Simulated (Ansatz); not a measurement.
An input for Ansatz 0.2.0 (SiO2 (Stishovite)):

```yaml
crystal:
  lattice:
    - [4.1773, 0.0, 0.0]
    - [0.0, 4.1773, 0.0]
    - [0.0, 0.0, 2.6652]
  atoms:
    - { symbol: Si, position: [0.0, 0.0, 0.0] }
    - { symbol: Si, position: [0.5, 0.5, 0.5] }
    - { symbol: O, position: [0.3059, 0.3059, 0.0] }
    - { symbol: O, position: [0.1941, 0.8059, 0.5] }
    - { symbol: O, position: [0.6941, 0.6941, 0.0] }
    - { symbol: O, position: [0.8059, 0.1941, 0.5] }
kpoints:
  mp_grid: { grid: [6, 6, 8] }
hamiltonian:
  xc: pbe
  pseudopotentials: { kind: paw, source: ansatz }
scf:
  occupations: { method: fixed }
gw:
  n_empty_bands: 121
  ecut_chi: 110.0
  qp_bands: [v2, c2]
  qp_kpoints: band_edges
  screening: { model: contour_deformation }
```

```sh
ansatz run input.yaml --threads 4 --pin off --max-ram 138240MiB --backend cuda --events-out ev --progress --plain --runs-dir out --devices 1 --max-vram 26GiB
```

How long will it take on 1 × NVIDIA H100 80GB HBM3 (shared by 3 runs) with 4 threads of AMD EPYC 7R13 (Zen 3), shared host, and how much memory?

It took 46 s; on shared hardware allow 23 s to 92 s. Peak host memory was 1.5 GiB. The sizes that set the cost: 3025 plane waves a state, 50 irreducible k points, 137 bands summed, 129 plane waves in the screening and 7 SCF cycles.

The screening grows as filled bands × empty bands × pairs of k points, times the square of the screening basis for the matrix.

[Paths, hosts, dates, memory and timing lines, banners, echoed tables and standing remarks are left out of the program output.]

[Logs are printed without paths, hosts, clocks, repeated set-up lines and the standing remarks that a program may print on its own settings, such as how far it seeks lower states.]

[Runs of the session that timed out or met a known fault of the program may be left out.]

[Cells called generated may have been cut or substituted from an entry of the Crystallography Open Database or the Materials Project.]

[Hosts, paths, dates, database ids (printed as entryN), source tags and the programs' standing remarks are cut or masked in the printed files.]
